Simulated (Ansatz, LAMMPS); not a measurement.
**A faulty run on glassy 72SiO2-23Al2O3-3MgO-3K2O (mol %) (134 atoms)**

Program: Ansatz 0.2.0. The cell: 28 Si, 18 Al, 1 Mg, 2 K and 85 O.

Input file input.yaml:

```yaml
crystal:
  lattice:
    - [11.95383, 0.0, 0.0]
    - [0.0, 11.95383, 0.0]
    - [0.0, 0.0, 11.95383]
  atoms:
    - { symbol: Si, position: [0.46661, 0.36918, 0.74937] }
    - { symbol: Si, position: [0.90691, 0.34866, 0.66139] }
    - { symbol: Si, position: [0.60144, 0.16758, 0.18328] }
    - { symbol: Si, position: [0.3363, 0.45816, 0.53767] }
    - { symbol: Si, position: [0.34694, 0.93923, 0.90494] }
    - { symbol: Si, position: [0.04902, 0.76586, 0.67651] }
    - { symbol: Si, position: [0.83438, 0.61654, 0.92085] }
    - { symbol: Si, position: [0.46197, 0.93993, 0.57148] }
    - { symbol: Si, position: [0.60449, 0.80422, 0.07887] }
    - { symbol: Si, position: [0.70642, 0.19823, 0.94384] }
    - { symbol: Si, position: [0.85359, 0.90105, 0.42068] }
    - { symbol: Si, position: [0.36818, 0.43651, 0.97263] }
    - { symbol: Si, position: [0.96521, 0.12925, 0.9595] }
    - { symbol: Si, position: [0.08598, 0.64793, 0.29649] }
    - { symbol: Si, position: [0.78478, 0.49759, 0.14751] }
    - { symbol: Si, position: [0.01951, 0.29706, 0.31575] }
    - { symbol: Si, position: [0.42834, 0.97129, 0.15465] }
    - { symbol: Si, position: [0.20346, 0.94441, 0.57743] }
    [... 110 atom lines left out ...]
    - { symbol: O, position: [0.64323, 0.43264, 0.41044] }
    - { symbol: O, position: [0.12754, 0.46905, 0.80896] }
    - { symbol: O, position: [0.49876, 0.71269, 0.77334] }
    - { symbol: O, position: [0.64994, 0.10169, 0.87307] }
    - { symbol: O, position: [0.15843, 0.04912, 0.64455] }
    - { symbol: O, position: [0.68842, 0.68318, 0.65553] }
kpoints:
  mp_grid: { grid: [1, 1, 1] }
hamiltonian:
  xc: pbe
scf:
  occupations: { method: gaussian, width: 0.025 }
  eigensolver: { kind: { support_functions: { accuracy: medium, spacing: 0.6 } } }
  max_iter: 60
output:
  forces: true
```

On the command line:

```bash
$ ansatz run input.yaml --threads 8 --pin off --max-ram 15872MiB --backend cpu --events-out ev --progress --plain --runs-dir out
```

Output:

```text
Warning: scf.eigensolver.kind.support_functions: disabling space-group detection — the functions' gradient is summed over unrotated k-points, so no spatial operation reduces the k-mesh or symmetrises the density; time reversal is kept, so that k and −k are solved as one point where they differ and the mesh holds both, and exact exchange and, on two spinor components, a DFT+U term hold to it where the run has them: [...]
Warning: basis.ecutwfc = 464 eV, auto-derived: no grid that the accuracy of the support functions lays serves the files at the lower one that their records recommend; a deck with other species or settings can derive another value
settings of this run that can trade accuracy for cost: scf.eigensolver.kind.support_functions [...]
Engine: ansatz 0.2.0, x86_64-unknown-linux-gnu
Pseudopotentials: kind: paw
Pseudopotential: Si, paw, valence charge 4, recommended cutoff 420 eV (normal), Si.paw.azcp
Pseudopotential: Al, paw, valence charge 3, recommended cutoff 420 eV (normal), Al.paw.azcp
Pseudopotential: Mg, paw, valence charge 10, recommended cutoff 420 eV (normal), Mg.paw.azcp
Pseudopotential: K, paw, valence charge 9, recommended cutoff 420 eV (normal), K.paw.azcp
Pseudopotential: O, paw, valence charge 6, recommended cutoff 420 eV (normal), O.paw.azcp
[... 5 lines on functional and potentials left out ...]
Crystal: 134 atoms, lattice volume = 1708.131 Å³
Basis set: ecut = 464 eV, 38641 PW (Γ), exchange–correlation on 180×180×180 points (8 copies of the dense FFT grid, shifted against one another)
Bands: 423, of which v1, the nominal top of the filled ones, is band 352 counted from 1 (351 counted from 0)
Symmetry: 1 space group operations
k-points: 1
[... 11 lines on functional and potentials left out ...]
Initial density: superposition of atomic densities (chi_scale 0.1, normalization cell, long waves kept (reshape's long-wave potential 0.64 eV rms))
Initial wavefunctions: pseudopotential atomic-orbital guess
Functional: x = pbe(κ = 0.804, μ = 0.219515), c = pbe(β = 0.066725)
SCF iter   1: F=—  HF=-79623.177886 eV  |F-HF|=—  |Δ(HF+E_count)|=         —  Δρ=1.63e-1  dr2=1.59e2  ethr=1.00e-1
preconditioner: auto → Resta (q_TF=auto, 2.354 Å⁻¹)  ε∞=9.2  [insulator: Δε(μ)=2.358 eV  Ē_g=16.490 eV  σ=0.025 eV  W_gap=1.00  n_scr=388 (ndim 8)  ℏωp=23.6 eV  f_vac=0.039  D(μ)=0.00/eV (n_scr^D=0)  ε∞_Penn≈3.1]
SCF iter   2: F=—  HF=-79787.136765 eV  |F-HF|=—  |Δ(HF+E_count)|=    1.64e2  Δρ=6.17e-2  dr2=4.74e1  ethr=2.26e-2
SCF iter   3: F=—  HF=-79784.683506 eV  |F-HF|=—  |Δ(HF+E_count)|=    2.45e0  Δρ=2.10e-2  dr2=7.59e0  ethr=6.73e-3  κ⁻¹=1.0e0(r=1)
SCF iter   4: F=—  HF=-79785.516001 eV  |F-HF|=—  |Δ(HF+E_count)|=   8.32e-1  Δρ=5.03e-3  dr2=1.24e0  ethr=1.08e-3  κ⁻¹=2.6e-2(r=2)
SCF iter   5: F=—  HF=-79785.856692 eV  |F-HF|=—  |Δ(HF+E_count)|=   3.41e-1  Δρ=2.23e-3  dr2=3.39e-1  ethr=1.76e-4  κ⁻¹=4.3e-3(r=3)
SCF iter   6: F=—  HF=-79785.935497 eV  |F-HF|=—  |Δ(HF+E_count)|=   7.88e-2  Δρ=9.89e-4  dr2=4.34e-2  ethr=4.81e-5  κ⁻¹=4.1e-4(r=4)
SCF iter   7: F=—  HF=-79786.052767 eV  |F-HF|=—  |Δ(HF+E_count)|=   1.17e-1  Δρ=4.21e-4  dr2=6.35e-3  ethr=6.17e-6  κ⁻¹=8.8e-5(r=5)
SCF iter   8: F=—  HF=-79786.086635 eV  |F-HF|=—  |Δ(HF+E_count)|=   3.39e-2  Δρ=1.68e-4  dr2=1.17e-3  ethr=9.01e-7  κ⁻¹=1.3e-5(r=6)
SCF iter   9: F=—  HF=-79786.103095 eV  |F-HF|=—  |Δ(HF+E_count)|=   1.65e-2  Δρ=6.72e-5  dr2=2.15e-4  ethr=1.66e-7  κ⁻¹=2.1e-6(r=7)
SCF iter  10: F=—  HF=-79786.113380 eV  |F-HF|=—  |Δ(HF+E_count)|=   1.03e-2  Δρ=2.56e-5  dr2=2.77e-5  ethr=3.05e-8  κ⁻¹=1.6e-6(r=7)
SCF iter  11: F=—  HF=-79786.120698 eV  |F-HF|=—  |Δ(HF+E_count)|=   7.32e-3  Δρ=1.03e-5  dr2=4.79e-6  ethr=3.93e-9  κ⁻¹=1.8e-6(r=7)
SCF iter  12: F=-79786.126289 eV  HF=-79786.126289 eV  |F-HF|=2.89e-7  |Δ(HF+E_count)|=   5.59e-3  Δρ=4.92e-6  dr2=9.84e-7  ethr=6.80e-10
SCF 1 converged in 12 iterations: F = -79786.207127 eV  dr2 = 9.84e-7
[...]
SCF converged after 12 iterations
Stability not checked: this state was not tested for a lower state beside it, because the mixer in use, unlike msr1, does not test its closes by its own steps (another_mixer; see scf.mixing.algorithm and scf.lower_state_search)
Free energy (F): -79786.207127 eV
Harris-Foulkes:  -79786.207127 eV  (|F-HF|=2.89e-7)
Internal energy: -79786.207127 eV  (E = F + TS)
E sigma→0 (E₀):  -79786.207127 eV
Fermi energy:    6.045547 eV
--- Per-component energies (eV) ---
  E_band       = -3373.281750
  E_kinetic    = 20149.555223
  E_local      = -43561.749597  (includes V_loc(G=0)·N_el)
  E_nonlocal   = 2077.964077
  E_softening  = -10.803859  (part of E_nonlocal)
  E_grid_corr  = -481.159117  (part of E_nonlocal)
  E_hartree    = 15753.304451
  E_xc         = -9953.660623
  E_vxc        = -11654.560893  (∫ρ·V_xc dr)
  E_paw        = -36838.227287  (= ΣΔE_a)
  E_vpaw       = -1891.186399  (= ΣTr[D̂ρ^β])
  E_aug_tail   = 0.069031  (compensation charges beyond the density's cutoff)
  E_ewald      = -27413.381564
  E_smearing   = -0.000000  (= −TS)
  E_closure    = 0.000000  (closes the sum)
  E_support_correction = -0.080838  (second-order, or where that is not computed along the SCF)
  E_support_correction_error = 8.1e-3  (of E_support_correction; not in F)
  Σ components = -79786.207127   (vs F -79786.207127, Δ=0.00e0)
--- Forces (eV/Å), atoms counted from 1 ---
  atom   1  Si     1.40245868     0.00235981    -0.48208358
  atom   2  Si     1.18099702    -1.70386449     2.15258685
  atom   3  Si     0.93630098    -0.92439889     0.56339030
  atom   4  Si     0.02157851    -0.28961661    -0.67248169
  atom   5  Si     0.38907105    -1.01861199     1.88982405
  atom   6  Si    -2.32782294     0.64412039     0.37787720
  atom   7  Si     0.87791210    -0.65971927     1.69046805
  atom   8  Si    -0.62690508     1.49430182    -2.71068036
  atom   9  Si    -0.93278511     1.65462212    -0.50953892
  atom  10  Si    -0.08248116     0.22780309     1.82435684
  atom  11  Si     0.90661673    -0.73344799    -1.28159848
  atom  12  Si     1.28538775     2.24588315     0.44607386
  atom  13  Si    -0.03780103    -1.33735634    -0.48360869
  atom  14  Si    -1.86490050    -1.18438032    -3.13802360
[...]
atom 133  O    -15.83942179    12.95381774     4.01325464
  atom 134  O     -0.70795086     6.39988597   -14.95572855
  max |Σ_I F_I| component: 2.63e2 eV/Å
--- Band table (eV) ---
  k-point 0: bands = ["-75.9589", "-41.3425", "-41.1958", "-40.4614", [... 346 levels ...], "4.3781", "4.8228", "7.2683", "8.2992", "8.8211", "9.1363", "9.2617", "9.3804", "9.4329", "9.5180", "9.8343", "9.9497"]
  guard bands above this table: 61 of the run's 423 bands (output.publish_guard_bands: true publishes all)
settings of this run that can trade accuracy for cost: scf.eigensolver.kind.support_functions [...]
```

Elapsed: 24 s, on 8 threads of AMD EPYC 9R45, shared host; peak memory 2.5 GiB; 3 min of CPU time.

Against a sound run (Kohn-Sham DFT, PBE, PAW (set soft_2), plane waves):

* r.m.s. difference of force components: 8509 meV/Å
* longest difference of force vectors: 26120 meV/Å
* force difference over r.m.s. force: 1145 %
* energy difference: 8028 meV/atom

**Question.** What is wrong with this input, and how is it mended?

A grid far too coarse: support_functions.spacing = 0.6.

The fix is to leave the spacing at the level's default.

The run converged all the same, so the exit status doesn't show the fault.

[Long decimals in the printed logs are rounded to 6 places.]

[Logs are printed without paths, hosts, clocks, repeated set-up lines and the standing remarks that a program may print on its own settings, such as how far it seeks lower states.]

[Hosts, paths, dates, database ids (printed as entryN), source tags and the programs' standing remarks are cut or masked in the printed files.]
